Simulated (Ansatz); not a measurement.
## Decaying states in the gap of LiAgAs2S4

Aim: relax a made-up compound, LiAgAs2S4, and see how good a tunnel barrier it would be. It is built by putting Ag for Na in the NaLiAs2S4 structure of space group P1, with the volume rescaled by atomic radii. The parent structure comes from the Materials Project.

Program: Ansatz 0.2.0. Level of theory: r2SCAN DFT, plane waves, PAW files, in the first sound run; inputs show where later runs differ. Results are calculated unless marked as measured.

The structure was built from a prototype and need not be the compound's stable phase.

### Step 1. The starting structure

Symmetry: P1, No. 1, triclinic system. Conventional cell: a = 5.454 Å, b = 5.589 Å, c = 6.628 Å, α = 67.06°, β = 68.83°, γ = 89.85°. Ag has 6 S at 2.74 to 3.02 Å nearest. Nearest to Li lie 6 S at 2.68 to 2.85 Å. As has 3 S at 2.16 to 2.35 Å nearest. Nearest to As lie 3 S at 2.16 to 2.34 Å. Nearest to S lie 1 As at 2.16 Å and 2 Li at 2.68 to 2.80 Å and 2 Ag at 2.81 Å. Nearest to S lie 1 As at 2.16 Å and 2 Ag at 2.74 to 2.75 Å and 2 Li at 2.77 to 2.85 Å. It derives from NaLiAs2S4. Ag for Na in the NaLiAs2S4 structure of space group P1. Farther neighbours and most contacts between anions are not listed.

Coordinates:

```cif
data_structure
_symmetry_space_group_name_H-M 'P 1'
_symmetry_Int_Tables_number 1
_cell_length_a 5.4538
_cell_length_b 5.5894
_cell_length_c 6.6280
_cell_angle_alpha 67.056
_cell_angle_beta 68.825
_cell_angle_gamma 89.853
_cell_volume 171.23
loop_
_atom_site_label
_atom_site_type_symbol
_atom_site_fract_x
_atom_site_fract_y
_atom_site_fract_z
_atom_site_occupancy
Ag1 Ag 0.52334 0.78275 0.95525 1
Li2 Li 0.02305 0.26032 0.95863 1
As3 As 0.84650 0.51946 0.38883 1
As4 As 0.34885 0.09556 0.38510 1
S5 S 0.49405 0.26190 0.00102 1
S6 S 0.00223 0.73174 0.00536 1
S7 S 0.74725 0.09090 0.44270 1
S8 S 0.22493 0.44818 0.48142 1
```

### Step 2. Relaxing the new crystal

The substituted atoms don't fit the parent's cell, so cell and atoms relax together. A small smearing keeps the run stable in case the gap closes on the way.

input.yaml reads:

```yaml
crystal:
  lattice:
    - [5.4537855223, 0.0, 0.0]
    - [0.0143876513, 5.5893922626, 0.0]
    - [2.3940839026, 2.5775956422, 5.6173028683]
  atoms:
    - { symbol: Ag, position: [0.523343, 0.782755, 0.955255] }
    - { symbol: Li, position: [0.02305, 0.260321, 0.958631] }
    - { symbol: As, position: [0.846498, 0.519464, 0.388827] }
    - { symbol: As, position: [0.348846, 0.095565, 0.385105] }
    - { symbol: S, position: [0.494053, 0.261902, 0.001017] }
    - { symbol: S, position: [0.002231, 0.731744, 0.005365] }
    - { symbol: S, position: [0.747249, 0.090904, 0.442703] }
    - { symbol: S, position: [0.224929, 0.448185, 0.481416] }
kpoints:
  mp_grid: { grid: [4, 4, 4] }
scf:
  occupations: { method: gaussian, width: 0.03 }
hamiltonian:
  xc: r2scan
output:
  forces: true
  stress: true
relax:
  f_tol: 0.02
  max_steps: 60
  cell: {}
```

Command:

```bash
> ansatz run input.yaml --threads 2 --pin off --max-ram 4096MiB --backend cpu --events-out ev --progress --plain --runs-dir out
```

Numbers of over 12 decimals in the logs are rounded to 6 here.

The log of the run:

```text
Engine: ansatz 0.2.0, aarch64-unknown-linux-gnu
Pseudopotentials: kind: paw
Pseudopotential: Ag, paw, valence charge 19, recommended cutoff 500 eV (meta_gga), Ag.paw.azcp
Pseudopotential: Li, paw, valence charge 3, recommended cutoff 500 eV (meta_gga), Li.paw.azcp
Pseudopotential: As, paw, valence charge 15, recommended cutoff 500 eV (meta_gga), As.paw.azcp
Pseudopotential: S, paw, valence charge 6, recommended cutoff 500 eV (meta_gga), S.paw.azcp
Functional definition: r2SCAN
  parameter k0 = 0.174
  parameter k1 = 0.065
  parameter a1 = 4.9479
  exchange = r2scan_x(k0 = k0, k1 = k1, a1 = a1)
  correlation = r2scan_c
Crystal: 8 atoms, lattice volume = 171.234 Å³
Basis set: ecut = 500 eV, 4343 PW (Γ), exchange–correlation on 160×180×200 points (64 copies of the dense FFT grid, shifted against one another)
Bands: 46, of which v1, the nominal top of the filled ones, is band 38 counted from 1 (37 counted from 0)
Symmetry: 1 space group operations
Space group: P1 (ITA 1), of the structure as read, at distance tolerance 5.6e-5 Å
k-points: 36 of 64 (time reversal used)
Non-local potential: Ag, projectors of the file, l = 0: 3, l = 1: 2, l = 2: 2, l = 3: 1
Non-local potential: Li, projectors of the file, l = 0: 3, l = 1: 2, l = 2: 1
Non-local potential: As, projectors of the file, l = 0: 2, l = 1: 2, l = 2: 3, l = 3: 1
Non-local potential: S, projectors of the file, l = 0: 2, l = 1: 2, l = 2: 2
PAW form: soft (Blöchl's): semilocal exchange-correlation on the pseudo side does not see the compensation charge
PAW frozen core: Ag, regenerated for the run's functional (the file was generated under x = pbe(κ = 0.804, μ = 0.219515), c = pbe(β = 0.066725))
PAW frozen core: As, regenerated for the run's functional (the file was generated under x = pbe(κ = 0.804, μ = 0.219515), c = pbe(β = 0.066725))
PAW frozen core: S, regenerated for the run's functional (the file was generated under x = pbe(κ = 0.804, μ = 0.219515), c = pbe(β = 0.066725))
PAW one-centre angular grid: Ag, 590 points (default); XC on 160 Gauss nodes
PAW one-centre angular grid: Li, 302 points (default); XC on 327 of its mesh's 2665 points in the sphere
PAW one-centre angular grid: As, 590 points (default); XC on 160 Gauss nodes
PAW one-centre angular grid: S, 302 points (default); XC on 160 Gauss nodes
Initial density: superposition of atomic densities (neutral atoms: chi_scale 0, normalization atom), corrected by the library's trained network
Initial wavefunctions: pseudopotential atomic-orbital guess
Functional: x = r2scan, c = r2scan; τ floored in thin density (d = 2e-4 eV/Å³)
SCF iter   1: F=—  HF=-21164.805627 eV  |F-HF|=—  |Δ(HF+E_count)|=         —  Δρ=6.93e-3  dr2=8.83e-2  dr2_τ=4.01e-2  ethr=1.77e-3  ⟨swp⟩=6.5  Hψ=6514  notcnv=0  defer=2
preconditioner: auto → Resta (q_TF=auto, 2.383 Å⁻¹)  ε∞=5.2  [insulator: Δε(μ)=0.742 eV  Ē_g=9.423 eV  σ=0.030 eV  W_gap=1.00  n_scr=36 (ndim 8)  ℏωp=19.2 eV  f_vac=0.021  D(μ)=0.00/eV (n_scr^D=0)  ε∞_Penn≈5.2]
SCF iter   2: F=—  HF=-21164.837094 eV  |F-HF|=—  |Δ(HF+E_count)|=   3.15e-2  Δρ=3.30e-3  dr2=1.17e-2  dr2_τ=1.40e-3  ethr=1.16e-4  ⟨swp⟩=3.7  Hψ=3591  notcnv=0  defer=73
SCF iter   3: F=—  HF=-21164.836117 eV  |F-HF|=—  |Δ(HF+E_count)|=   9.77e-4  Δρ=1.35e-3  dr2=2.14e-3  dr2_τ=6.25e-5  ethr=1.54e-5  ⟨swp⟩=2.9  Hψ=2434  notcnv=0  defer=37
automatic band count: iteration 3 solves 45 bands in place of 46: the levels show a gap, and the empty bands left out lie too high to hold charge; the band table lists the bands solved (type scf.n_extra_bands for more)
SCF iter   4: F=—  HF=-21164.836342 eV  |F-HF|=—  |Δ(HF+E_count)|=   2.26e-4  Δρ=2.20e-4  dr2=1.06e-4  dr2_τ=3.99e-6  ethr=2.82e-6  ⟨swp⟩=2.7  Hψ=2704  notcnv=0  defer=37
SCF iter   5: F=—  HF=-21164.836361 eV  |F-HF|=—  |Δ(HF+E_count)|=   1.86e-5  Δρ=6.58e-5  dr2=1.27e-5  dr2_τ=5.98e-7  ethr=1.40e-7  ⟨swp⟩=2.0  Hψ=2807  notcnv=0  defer=37
SCF iter   6: F=—  HF=-21164.836298 eV  |F-HF|=—  |Δ(HF+E_count)|=   6.30e-5  Δρ=2.15e-5  dr2=9.79e-7  dr2_τ=5.03e-8  ethr=1.67e-8  ⟨swp⟩=2.0  Hψ=2805  notcnv=0  defer=37
SCF iter   7: F=—  HF=-21164.836298 eV  |F-HF|=—  |Δ(HF+E_count)|=   9.39e-8  Δρ=9.40e-6  dr2=1.85e-7  dr2_τ=1.05e-8  ethr=1.32e-10  ⟨swp⟩=5.0  Hψ=6194  notcnv=0
SCF iter   8: F=-21164.836298 eV  HF=-21164.836298 eV  |F-HF|=1.79e-9  |Δ(HF+E_count)|=   8.09e-8  Δρ=2.64e-6  dr2=1.97e-8  dr2_τ=6.38e-10  ethr=1.32e-10  ⟨swp⟩=4.5  Hψ=5352  notcnv=0
SCF 1 converged in 8 iterations: F = -21164.836298 eV  dr2 = 1.97e-8
  greatest PAW one-centre occupation: 1.002 electrons in one spin orbital (limit 2), on the Ag atom at site 0 (counted from 0), in its partial waves of l = 1
relax step   1: F+E_penalty+E_count = -21164.83629782 eV  Δ(F+E_penalty+E_count) = +0.000e0 eV  max|allowed force component| = 4.951e-1 eV/Å  Δτ_max = 0.0000 Å  P = +0.030 GPa  Ω = 171.234 Å³  (8 SCF iters, dr2 threshold 1.00e-7 eV, accepted)
Crystal: 8 atoms, lattice volume = 165.078 Å³
Basis set: ecut = 500 eV, 4163 PW (Γ), exchange–correlation on 160×180×200 points (64 copies of the dense FFT grid, shifted against one another)
Initial density: handed on by an earlier stage of this run
Initial wavefunctions: those handed on with the density
iter 1 solved again at ethr=1.85e-4 eV; its pass at ethr=3.10e-3 eV (dr2=1.40e-1 eV) is discarded
SCF iter   1: F=—  HF=-21164.546047 eV  |F-HF|=—  |Δ(HF+E_count)|=         —  Δρ=8.49e-3  dr2=1.45e-1  dr2_τ=3.73e0  ethr=1.85e-4  ⟨swp⟩=1.5  Hψ=7485  notcnv=0
automatic band count: iteration 1 solves 43 bands in place of 46: the levels show a gap, and the empty bands left out lie too high to hold charge; the band table lists the bands solved (type scf.n_extra_bands for more)
preconditioner: auto → Resta (q_TF=auto, 2.397 Å⁻¹)  ε∞=6.2  [insulator: Δε(μ)=0.486 eV  Ē_g=8.557 eV  σ=0.030 eV  W_gap=1.00  n_scr=36 (ndim 8)  ℏωp=19.6 eV  f_vac=0.011  D(μ)=0.00/eV (n_scr^D=0)  ε∞_Penn≈6.2]
SCF iter   2: F=—  HF=-21164.918094 eV  |F-HF|=—  |Δ(HF+E_count)|=   3.72e-1  Δρ=3.66e-3  dr2=1.59e-2  dr2_τ=2.02e-3  ethr=1.85e-4  ⟨swp⟩=3.2  Hψ=3256  notcnv=0
SCF iter   3: F=—  HF=-21164.918004 eV  |F-HF|=—  |Δ(HF+E_count)|=   9.04e-5  Δρ=1.41e-3  dr2=2.67e-3  dr2_τ=1.92e-4  ethr=2.10e-5  ⟨swp⟩=2.0  Hψ=3097  notcnv=0
SCF iter   4: F=—  HF=-21164.918390 eV  |F-HF|=—  |Δ(HF+E_count)|=   3.86e-4  Δρ=4.20e-4  dr2=3.75e-4  dr2_τ=1.20e-5  ethr=3.52e-6  ⟨swp⟩=2.0  Hψ=2085  notcnv=0
SCF iter   5: F=—  HF=-21164.918349 eV  |F-HF|=—  |Δ(HF+E_count)|=   4.14e-5  Δρ=1.93e-4  dr2=6.78e-5  dr2_τ=4.77e-6  ethr=4.93e-7  ⟨swp⟩=2.0  Hψ=2880  notcnv=0
[...]
SCF iter   3: F=—  HF=-21164.932344 eV  |F-HF|=—  |Δ(HF+E_count)|=   2.51e-4  Δρ=7.43e-4  dr2=5.72e-4  dr2_τ=6.94e-5  ethr=5.52e-6  ⟨swp⟩=2.0  Hψ=2915  notcnv=0
SCF iter   4: F=—  HF=-21164.932433 eV  |F-HF|=—  |Δ(HF+E_count)|=   8.89e-5  Δρ=2.68e-4  dr2=9.78e-5  dr2_τ=4.82e-6  ethr=7.52e-7  ⟨swp⟩=2.0  Hψ=2909  notcnv=0
SCF iter   5: F=—  HF=-21164.932453 eV  |F-HF|=—  |Δ(HF+E_count)|=   2.06e-5  Δρ=1.05e-4  dr2=1.80e-5  dr2_τ=1.60e-6  ethr=1.29e-7  ⟨swp⟩=2.0  Hψ=2879  notcnv=0
SCF iter   6: F=—  HF=-21164.932454 eV  |F-HF|=—  |Δ(HF+E_count)|=   5.40e-7  Δρ=3.80e-5  dr2=2.24e-6  dr2_τ=1.16e-7  ethr=2.37e-8  ⟨swp⟩=2.0  Hψ=2874  notcnv=0
SCF iter   7: F=-21164.932455 eV  HF=-21164.932455 eV  |F-HF|=8.24e-9  |Δ(HF+E_count)|=   1.07e-6  Δρ=7.23e-6  dr2=9.45e-8  dr2_τ=1.11e-8  ethr=1.05e-9  ⟨swp⟩=4.0  Hψ=5212  notcnv=0
SCF 3 converged in 7 iterations: F = -21164.932455 eV  dr2 = 9.45e-8
relax step   3: F+E_penalty+E_count = -21164.93245504 eV  Δ(F+E_penalty+E_count) = -1.411e-2 eV  max|allowed force component| = 8.012e-2 eV/Å  Δτ_max = 0.0881 Å  P = -0.139 GPa  Ω = 166.676 Å³  energy of the carried Pulay correction = +7.480e-4 eV  (7 SCF iters, dr2 threshold 8.00e-7 eV, accepted)
[...]
relax step   4: F+E_penalty+E_count = -21164.93523475 eV  Δ(F+E_penalty+E_count) = -2.780e-3 eV  max|allowed force component| = 3.519e-2 eV/Å  Δτ_max = 0.0133 Å  P = -0.030 GPa  Ω = 166.328 Å³  energy of the carried Pulay correction = +8.060e-4 eV  (6 SCF iters, dr2 threshold 4.01e-7 eV, accepted)
[...]
relax step   5: F+E_penalty+E_count = -21164.93579864 eV  Δ(F+E_penalty+E_count) = -5.639e-4 eV  max|allowed force component| = 1.001e-2 eV/Å  Δτ_max = 0.0094 Å  P = +0.014 GPa  Ω = 166.315 Å³  energy of the carried Pulay correction = +8.081e-4 eV  (6 SCF iters, dr2 threshold 7.74e-8 eV, accepted)
[...]
relax step   6: F+E_penalty+E_count = -21164.93581771 eV  Δ(F+E_penalty+E_count) = -1.907e-5 eV  max|allowed force component| = 2.159e-2 eV/Å  Δτ_max = 0.0101 Å  P = +0.014 GPa  Ω = 166.477 Å³  energy of the carried Pulay correction = +7.811e-4 eV  (7 SCF iters, dr2 threshold 8.53e-9 eV, accepted)
[...]
relax step   7: F+E_penalty+E_count = -21164.93594432 eV  Δ(F+E_penalty+E_count) = -1.266e-4 eV  max|allowed force component| = 4.875e-3 eV/Å  Δτ_max = 0.0053 Å  P = -0.007 GPa  Ω = 166.500 Å³  energy of the carried Pulay correction = +7.773e-4 eV  (6 SCF iters, dr2 threshold 2.91e-8 eV, accepted)
Basis set: ecut = 500 eV, 4215 PW (Γ), exchange–correlation on 160×160×200 points (64 copies of the dense FFT grid, shifted against one another)
Initial wavefunctions: pseudopotential atomic-orbital guess (no wavefunctions were taken with the density)
iter 1 solved again at ethr=3.08e-7 eV; its pass at ethr=3.10e-3 eV (dr2=2.34e-4 eV) is discarded
SCF iter   1: F=—  HF=-21164.935338 eV  |F-HF|=—  |Δ(HF+E_count)|=         —  Δρ=3.84e-5  dr2=2.40e-7  dr2_τ=2.01e-6  ethr=3.08e-7  ⟨swp⟩=3.7  Hψ=10688  notcnv=0
eigensolver tolerance schedule: the retry pair's looser diagonalisation over-reported the residual by 972.52 of it (diagonalisation noise at 0.11 of the residual, at the tolerance the schedule requests for it); recorded, not acted on — ethr = c·dr2/N_el stays at c = 1.0e-1
preconditioner: auto → Resta (q_TF=auto, 2.394 Å⁻¹)  ε∞=5.3  [insulator: Δε(μ)=0.548 eV  Ē_g=9.387 eV  σ=0.030 eV  W_gap=1.00  n_scr=36 (ndim 8)  ℏωp=19.5 eV  f_vac=0.013  D(μ)=0.00/eV (n_scr^D=0)  ε∞_Penn≈5.3]
SCF iter   2: F=—  HF=-21164.935230 eV  |F-HF|=—  |Δ(HF+E_count)|=   1.09e-4  Δρ=1.97e-5  dr2=6.54e-8  dr2_τ=1.38e-7  ethr=3.16e-10  ⟨swp⟩=2.4  Hψ=3077  notcnv=0
SCF iter   3: F=—  HF=-21164.935231 eV  |F-HF|=—  |Δ(HF+E_count)|=   1.08e-6  Δρ=3.33e-6  dr2=4.12e-9  dr2_τ=3.66e-9  ethr=8.60e-11  ⟨swp⟩=2.0  Hψ=2916  notcnv=0
SCF iter   4: F=—  HF=-21164.935231 eV  |F-HF|=—  |Δ(HF+E_count)|=   1.94e-8  Δρ=4.72e-7  dr2=2.61e-10  dr2_τ=4.34e-11  ethr=5.43e-12  ⟨swp⟩=2.0  Hψ=2988  notcnv=0
SCF iter   5: F=-21164.935231 eV  HF=-21164.935231 eV  |F-HF|=7.28e-12  |Δ(HF+E_count)|=  3.42e-10  Δρ=1.31e-7  dr2=4.31e-11  dr2_τ=3.55e-12  ethr=1.00e-12  ⟨swp⟩=4.9  Hψ=5456  notcnv=0
SCF 8 converged in 5 iterations: F = -21164.935231 eV  dr2 = 4.31e-11
relax step   8: F+E_penalty+E_count = -21164.93523063 eV  Δ(F+E_penalty+E_count) = +7.137e-4 eV  max|allowed force component| = 4.915e-3 eV/Å  Δτ_max = 0.0000 Å  P = -0.010 GPa  Ω = 166.500 Å³  stress off target by 1.98e-2 GPa  SCF on the basis re-selected at this cell (its energy is not comparable with the rows above)  (5 SCF iters)
basis re-selected at this cell: Δ(F+E_penalty+E_count) = +7.137e-4 eV, ΔP = -0.003 GPa vs the last step (what re-selecting the basis moved, of the pressure what is left beyond the Pulay correction that the steps carried, after the strain that the cell walked since its last selection, with what the two solves' SCF thresholds leave and, on support functions, any second-order correction that the steps lacked; it is no measure of the basis error at this ecutwfc). The dense FFT grid was sized anew with the basis: this SCF ran on 40×40×50 points, the steps before it on 40×45×50, so part of this shift can come from that change (see relax.cell in the input reference). [rest of the remark cut]
SCF converged after 5 iterations
Free energy (F): -21164.935231 eV
Harris-Foulkes:  -21164.935231 eV  (|F-HF|=7.28e-12)
Internal energy: -21164.935231 eV  (E = F + TS)
E sigma→0 (E₀):  -21164.935231 eV
Fermi energy:    7.393848 eV
--- Per-component energies (eV) ---
  E_band       = -1098.567454
  E_kinetic    = 1178.129737
  E_local      = -8295.019472  (includes V_loc(G=0)·N_el)
  E_nonlocal   = -1174.073284
  E_hartree    = 3996.541356
  E_xc         = -701.178243
  E_vxc        = -820.986336  (∫ρ·V_xc dr)
  E_paw        = -10079.565234  (= ΣΔE_a)
  E_vpaw       = -26.419278  (= ΣTr[D̂ρ^β])
  E_aug_tail   = -0.000047  (compensation charges beyond the density's cutoff)
  E_vtau       = 46.718714  (kinetic-family band-sum trace: ∫τ·v_τ [+ j·A + Jᵃ·Aᵃ] dr)
  E_ewald      = -6085.906851
  E_core_change = -3.863193  (= ΣΔE_core)
  E_smearing   = -0.000000  (= −TS)
  E_closure    = -0.000000  (closes the sum)
  Σ components = -21164.935231   (vs F -21164.935231, Δ=0.00e0)
--- Forces (eV/Å), atoms counted from 1 ---
  atom   1  Ag     0.00272057     0.00076768     0.00114630
  atom   2  Li     0.00011214    -0.00056825     0.00079070
  atom   3  As     0.00124974    -0.00266666     0.00394591
  atom   4  As     0.00120098    -0.00205850     0.00254951
  atom   5  S      0.00040016     0.00044011    -0.00143806
  atom   6  S     -0.00339657    -0.00015856    -0.00491278
  atom   7  S     -0.00290914     0.00407884    -0.00259044
  atom   8  S      0.00062858     0.00017600     0.00052831
  max |Σ_I F_I| component: 1.95e-5 eV/Å
--- Stress (GPa, compression-positive) ---
       -0.019372       0.001559       0.002564
        0.001559      -0.009992       0.002669
        0.002563       0.002670       0.000742
  P = ⅓ Tr σ = -0.0095 GPa (-0.095 kbar)
--- Relaxed structure (7 steps of the walk, 7 accepted, 1 SCFs on fresh bases) ---
  F+E_penalty+E_count = -21164.93523063 eV   max|allowed force component| = 4.915e-3 eV/Å   (the final SCF, on the basis selected at the relaxed cell)
  cell:  # Å, volume = 166.5001 Å³
    - [5.399824, 0.00638249, -0.014031]
    - [0.020786, 5.475169, 0.035047]
    - [2.358961, 2.562974, 5.641979]
  atoms:
    - { symbol: Ag, position: [0.561576, 0.814634, 0.919311] }
    - { symbol: Li, position: [0.021835, 0.249257, 0.958130] }
    - { symbol: As, position: [0.837499, 0.519123, 0.396944] }
    - { symbol: As, position: [0.338116, 0.084081, 0.389563] }
    - { symbol: S, position: [0.490140, 0.270957, 0.00106794] }
    - { symbol: S, position: [0.00446013, 0.734194, 0.00909708] }
    - { symbol: S, position: [0.736492, 0.076058, 0.455306] }
    - { symbol: S, position: [0.220080, 0.442536, 0.488899] }
```

Elapsed: 2.8 min, on 2 threads of Arm Neoverse V2, shared host; peak memory 0.88 GiB.

Step by step:

| step | energy less that of the first step (eV) | largest force component (eV/Å) | pressure (GPa) | volume (Å³) |
| --- | --- | --- | --- | --- |
| 1 | 0.0000 | 0.4951 | 0.03 | 171.23 |
| 2 | -0.0820 | 0.1691 | 0.32 | 165.08 |
| 3 | -0.0962 | 0.0801 | -0.14 | 166.68 |
| 4 | -0.0989 | 0.0352 | -0.03 | 166.33 |
| 5 | -0.0995 | 0.0100 | 0.01 | 166.32 |
| 6 | -0.0995 | 0.0216 | 0.01 | 166.48 |
| 7 | -0.0996 | 0.0049 | -0.01 | 166.50 |
| 8* | -0.0989 | 0.0049 | -0.01 | 166.50 |

Relaxation steps marked * repeat the geometry before them on a plane-wave basis chosen anew for their cell, so energy and pressure can jump there.

| cell as run | before | after | change |
| --- | --- | --- | --- |
| a (Å) | 5.454 | 5.400 | -1.0 % |
| b (Å) | 5.589 | 5.475 | -2.0 % |
| c (Å) | 6.628 | 6.631 | +0.0 % |
| α (°) | 67.06 | 66.84 | -0.3 % |
| β (°) | 68.83 | 69.27 | +0.6 % |
| γ (°) | 89.85 | 89.72 | -0.2 % |
| volume (Å³/atom) | 21.40 | 20.81 | -2.8 % |

The atoms that moved most (Å, as changes of fractional coordinates times the final cell):

| atom | dx | dy | dz | length |
| --- | --- | --- | --- | --- |
| Ag1 | 0.122 | 0.083 | -0.202 | 0.250 |
| S7 | -0.029 | -0.049 | 0.071 | 0.091 |
| As4 | -0.048 | -0.052 | 0.025 | 0.074 |
| Li2 | -0.008 | -0.062 | -0.003 | 0.062 |
| As3 | -0.029 | 0.019 | 0.046 | 0.058 |
| S5 | -0.021 | 0.050 | 0.001 | 0.054 |
| S8 | -0.009 | -0.012 | 0.042 | 0.045 |
| S6 | 0.021 | 0.023 | 0.021 | 0.038 |

Final coordinates:

```cif
data_structure
_symmetry_space_group_name_H-M 'P 1'
_symmetry_Int_Tables_number 1
_cell_length_a 5.3998
_cell_length_b 5.4753
_cell_length_c 6.6306
_cell_angle_alpha 66.839
_cell_angle_beta 69.267
_cell_angle_gamma 89.716
_cell_volume 166.50
loop_
_atom_site_label
_atom_site_type_symbol
_atom_site_fract_x
_atom_site_fract_y
_atom_site_fract_z
_atom_site_occupancy
Ag1 Ag 0.56158 0.81463 0.91931 1
Li2 Li 0.02184 0.24926 0.95813 1
As3 As 0.83750 0.51912 0.39694 1
As4 As 0.33812 0.08408 0.38956 1
S5 S 0.49014 0.27096 0.00107 1
S6 S 0.00446 0.73419 0.00910 1
S7 S 0.73649 0.07606 0.45531 1
S8 S 0.22008 0.44254 0.48890 1
```

Numbers from this step:

```yaml
free_energy: -21164.9352 eV
fermi_energy: 7.394 eV
pressure: -0.009541 GPa
```

The largest force component on a free atom ends at 0.0049 eV/Å.

(Part 1 of 3 ends here.)

[Logs are printed without paths, hosts, clocks, repeated set-up lines and the standing remarks that a program may print on its own settings, such as how far it seeks lower states.]

[Hosts, paths, dates, database ids (printed as entryN), source tags and the programs' standing remarks are cut or masked in the printed files.]
